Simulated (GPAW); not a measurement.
# Sb (buckled honeycomb monolayer): G0W0 with GPAW, start to end

How does a plane-wave GW calculation on Sb (buckled honeycomb monolayer) run from the first input to the gap?

Program: GPAW 26.7.0. Level of theory: LDA and many-body steps on it, plane waves. Values are calculated unless marked as measured.

**What was measured.**

- Gap 2.21 eV: optical gap from PL emission peak; photoluminescence, 355 nm excitation; monolayer (antimonene on antimony oxide after hydrogen reduction) (“Ultrathin high-κ antimony oxide single crystals”, 2020, pmc:7237679).

Report form: inputs, costs, results and the conclusion, without the logs.

## Step 1: The structure

The cell holds 2 atoms: 2 Sb. Cell: a = 3.989 Å, b = 3.989 Å, c = 12.500 Å, α = 90.0°, β = 90.0°, γ = 120.0°. Vacuum lies along c.

The structure was relaxed with LDA. The runs that relaxed it are not among those shown.

## Step 2: Ground state

This step: GPAW 26.7.0; DFT, LDA, plane waves, PAW.

The ground-state density comes first.

The input, run.py:

```python
import json
import numpy as np
from gpaw.mpi import world
from ase import Atoms
from gpaw import GPAW, PW, FermiDirac

atoms = Atoms(['Sb', 'Sb'],
    cell=[[3.9887360624, 0.0000000000, 0.0000000000],
      [-1.9943680312, 3.4543467590, 0.0000000000],
      [0.0000000000, 0.0000000000, 12.5000000000]],
    scaled_positions=[[0.3333333333, 0.6666666667, 0.4348805096],
      [0.6666666667, 0.3333333333, 0.5651194904]],
    pbc=(True, True, False))
calc = GPAW(mode=PW(450),
    xc='LDA',
    kpts={'size': (9, 9, 1), 'gamma': True},
    occupations=FermiDirac(0.001),
    nbands=-7,
    convergence={'density': 1e-6, 'bands': -3},
    maxiter=100,
    txt='gs.txt')
atoms.calc = calc
res = {'energy': atoms.get_potential_energy()}
kpts = calc.get_ibz_k_points()
res['kpts'] = kpts
res['eigenvalues'] = [calc.get_eigenvalues(kpt=k) for k in range(len(kpts))]
res['n_electrons'] = calc.get_number_of_electrons()
calc.write('gs.gpw')

if world.rank == 0:
    with open('result.json', 'w') as f:
        json.dump(res, f, default=lambda x: x.tolist())
```

Command:

```bash
mpirun -n 4 gpaw python run.py
```

Elapsed: 6.7 s, on 4 MPI ranks of Arm Neoverse V1, shared host; peak memory 0.7 GiB.

This step gave:

```
total energy               : -9.660 eV
gap                        : 1.070 eV
k of the valence top       : 0, 0, 0
k of the conduction bottom : 0.3333, 0, 0
least direct gap           : 1.710 eV
```

The gap is indirect, with the least direct gap 0.64 eV higher.

## Step 3: Bands along the symmetry lines

Levels along a band path, at the cheap level, show where the edges lie and whether the meshes to come will hold them.

The input, run.py:

```python
import json
import numpy as np
from gpaw.mpi import world
from gpaw import GPAW

path = [[0.000000, 0.000000, 0.000000],
    [0.062500, 0.000000, 0.000000],
    [0.125000, 0.000000, 0.000000],
    [0.187500, 0.000000, 0.000000],
    [0.250000, 0.000000, 0.000000],
    [0.312500, 0.000000, 0.000000],
    [0.375000, 0.000000, 0.000000],
    [0.437500, 0.000000, 0.000000],
    [0.500000, 0.000000, 0.000000],
    [0.479167, 0.041667, 0.000000],
    [0.458333, 0.083333, 0.000000],
    [0.437500, 0.125000, 0.000000],
    [0.416667, 0.166667, 0.000000],
    [0.395833, 0.208333, 0.000000],
    [0.375000, 0.250000, 0.000000],
    [0.354167, 0.291667, 0.000000],
    [0.333333, 0.333333, 0.000000],
    [0.291667, 0.291667, 0.000000],
    [0.250000, 0.250000, 0.000000],
    [0.208333, 0.208333, 0.000000],
    [0.166667, 0.166667, 0.000000],
    [0.125000, 0.125000, 0.000000],
    [0.083333, 0.083333, 0.000000],
    [0.041667, 0.041667, 0.000000],
    [0.000000, 0.000000, 0.000000]]
calc = GPAW('gs.gpw').fixed_density(kpts=path,
    symmetry='off',
    nbands=25,
    convergence={'bands': 21},
    txt='bands.txt')
res = {}
kpts = calc.get_ibz_k_points()
res['kpts'] = kpts
res['eigenvalues'] = [calc.get_eigenvalues(kpt=k) for k in range(len(kpts))]
res['n_electrons'] = calc.get_number_of_electrons()

if world.rank == 0:
    with open('result.json', 'w') as f:
        json.dump(res, f, default=lambda x: x.tolist())
```

Command:

```bash
mpirun -n 4 gpaw python run.py
```

The job ended after 14 s (4 MPI ranks; peak memory 0.78 GiB; 55 s of CPU time).

Read from the output:

| Property | Result |
| --- | --- |
| gap | 1.056 eV |
| k of the valence top | 0, 0, 0 |
| k of the conduction bottom | 0.3125, 0, 0 |
| least direct gap | 1.710 eV |

The gap is 1.056 eV, −0.014 eV from the run before at this level.

The electronic bands at the labelled points (eV, zero at the top of the highest filled band):

```csv
point,band 12,band 13,band 14,band 15,band 16,band 17,band 18,band 19
Γ,-6.62,-0.94,0.00,0.00,1.71,2.86,2.86,4.43
halfway,-6.69,-2.98,-1.06,-0.76,1.20,3.47,3.60,5.02
M,-8.11,-3.30,-1.76,-1.73,1.51,2.23,3.60,4.89
halfway,-8.22,-3.49,-2.39,-1.73,1.81,2.94,3.16,5.38
K,-8.82,-3.97,-2.05,-2.05,1.18,3.53,3.53,6.49
halfway,-6.81,-3.01,-2.09,-0.72,2.06,2.72,3.87,5.23
Γ,-6.62,-0.94,0.00,0.00,1.71,2.86,2.86,4.43
```

## Step 4: Empty states on the mesh, 6×6×1 mesh, 289 bands

The sums over transitions need many empty states on a uniform mesh; this step solves for them.

The input, run.py:

```python
import json
import numpy as np
from gpaw.mpi import world
from gpaw import GPAW

calc = GPAW('gs.gpw').fixed_density(kpts={'size': (6, 6, 1), 'gamma': True},
    parallel={'domain': 1, 'band': 1},
    txt='nscf.txt')
calc.diagonalize_full_hamiltonian(nbands=289)
calc.write('full.gpw', mode='all')
res = {}
kpts = calc.get_ibz_k_points()
res['kpts'] = kpts
res['eigenvalues'] = [calc.get_eigenvalues(kpt=k) for k in range(len(kpts))]
res['n_electrons'] = calc.get_number_of_electrons()

if world.rank == 0:
    with open('result.json', 'w') as f:
        json.dump(res, f, default=lambda x: x.tolist())
```

Command:

```bash
mpirun -n 4 gpaw python run.py
```

The job ended after 100 s (4 MPI ranks; peak memory 4.6 GiB).

Read from the output:

```
gap                                                           : 1.070 eV
k of the valence top                                          : 0, 0, 0
k of the conduction bottom                                    : 0.3333, 0, 0
least direct gap                                              : 1.710 eV
k points computed                                             : 7
lowest point of the top converged band, above the valence top : 75.9299 eV
```

On this mesh the gap is 1.070 eV.

## Step 5: Screening and self-energy, 6×6×1 mesh, 130 bands, screening to 48 eV

G0W0 replaces the xc potential by the self-energy, built once from these orbitals. Only a window of levels is corrected, while the sums run over the empty bands that the input names.

This step: G0W0 on LDA, plane waves, PAW.

The input, run.py:

```python
import json
import numpy as np
from gpaw.mpi import world
from gpaw.response.g0w0 import G0W0

gw = G0W0('full.gpw',
    filename='gw',
    kpts=[0, 3],
    bands=(13, 17),
    ecut=48,
    nbands=130,
    truncation='2D',
    integrate_gamma='sphere',
    q0_correction=True,
    frequencies={'type': 'nonlinear', 'domega0': 0.15, 'omega2': 15.0},
    eta=0.1,
    nblocksmax=True)
gw.calculate()
res = {mode: {k: v for k, v in r.items() if k != 'sigma_eskwn'}
       for mode, r in gw.all_results.items()}

if world.rank == 0:
    with open('result.json', 'w') as f:
        json.dump(res, f, default=lambda x: x.tolist())
```

Command:

```bash
mpirun -n 4 gpaw python run.py
```

Run time: 48 s. Hardware: 4 MPI ranks; peak memory 1.5 GiB; 3.2 min of CPU time.

This step gave:

```yaml
g0w0_gap_on_the_mesh: 1.811 eV
least_direct_g0w0_gap_on_the_computed_points: 2.810 eV
z_at_the_valence_top: 0.7322
z_at_the_conduction_bottom: 0.7416
starting_gap_on_the_mesh: 1.070 eV
k_of_the_valence_top: 0, 0, 0
k_of_the_conduction_bottom: 0.3333, 0, 0
```

The gap on the mesh goes from 1.07 eV to 1.81 eV, a correction of +0.74 eV.

Limits: finite bands, cutoff and mesh; no spin-orbit coupling. v1 is the top filled band, c1 the lowest empty one. Levels before and after the correction, in eV, zero at the valence-band top of each column:

```csv
,conduction bottom,valence top
Kohn-Sham,1.07,0.00
G0W0,1.81,0.00
```

```csv
,level,energy (eV)
Kohn-Sham,Γ v2-v1,0.000
Kohn-Sham,Γ c1,1.710
Kohn-Sham,Γ c2,2.865
Kohn-Sham,(0.333 0 0) v2,-1.426
Kohn-Sham,(0.333 0 0) v1,-1.025
Kohn-Sham,(0.333 0 0) c1,1.070
Kohn-Sham,(0.333 0 0) c2,2.965
G0W0,Γ v2-v1,0.000
G0W0,Γ c1,2.810
G0W0,Γ c2,3.841
G0W0,(0.333 0 0) v2,-1.569
G0W0,(0.333 0 0) v1,-1.236
G0W0,(0.333 0 0) c1,1.811
G0W0,(0.333 0 0) c2,3.710
```

## Step 6: Where the time went

Times are wall times on 4 MPI ranks of Arm Neoverse V1, shared host, good to a factor of about two.

```csv
step,time,share,memory (GiB)
ground state,6.7 s,4 %,0.7
bands along the symmetry lines,14 s,8 %,0.78
empty states on the mesh,100 s,59 %,4.6
screening and self-energy,48 s,29 %,1.5
```

## Step 7: Outcome

```yaml
lda_gap: 1.06 eV, indirect
g0w0_gap_on_the_mesh: 1.81 eV
gw_settings: 6×6×1 mesh, 130 bands, screening to 48 eV, full frequency, Hilbert transform
known_limits: short of the basis limit; no spin-orbit coupling
```

**Reading.** G0W0 moves the gap on the mesh from 1.07 eV to 1.81 eV (+0.74 eV), with Z of 0.73 and 0.74 at the edges. The dearest step here is «empty states on the mesh». Against experiment, by G0W0@LDA: the direct gap of 2.81 eV lies +0.60 eV from the measured 2.21 eV (exciton, 2020). An exciton line or allowed optical edge lies below the quasiparticle gap by the binding energy; a forbidden edge can push the onset above it. The computed sheet is free-standing; a substrate or cover screens it further and lowers both gap and binding, while the exciton line moves little. The calculation has static nuclei and no excitons; a measured gap holds zero-point and thermal motion, which mostly lowers it. Bands and cutoff are finite, so the gap stands short of the basis limit, usually by up to a few tenths of an eV; the mesh is an error of its own. In this program the long-wavelength screening can come out low in d oxides and layered crystals. The many-body steps are scalar-relativistic: spin-orbit coupling is not in them.

[Long decimals in the printed logs are rounded to 6 places.]

[Logs are printed without paths, hosts, clocks, repeated set-up lines and the standing remarks that a program may print on its own settings, such as how far it seeks lower states.]

[Paths, hosts, dates, memory and timing lines, banners, echoed tables and standing remarks are left out of the program output; an Ansatz launch command may be rebuilt from the run's recorded settings. Measured values are a selection of at most five: reports struck by readers or far from the other reports are left out. None is set beside runs whose start may be inverted or whose files or cutoffs have a known fault.]

[Runs of the session that timed out or met a known fault of the program may be left out.]

[Hosts, paths, dates, database ids (printed as entryN), source tags and the programs' standing remarks are cut or masked in the printed files.]

[Where the starting crystal was built by hand or by swapping elements, it need not be the compound's stable phase.]
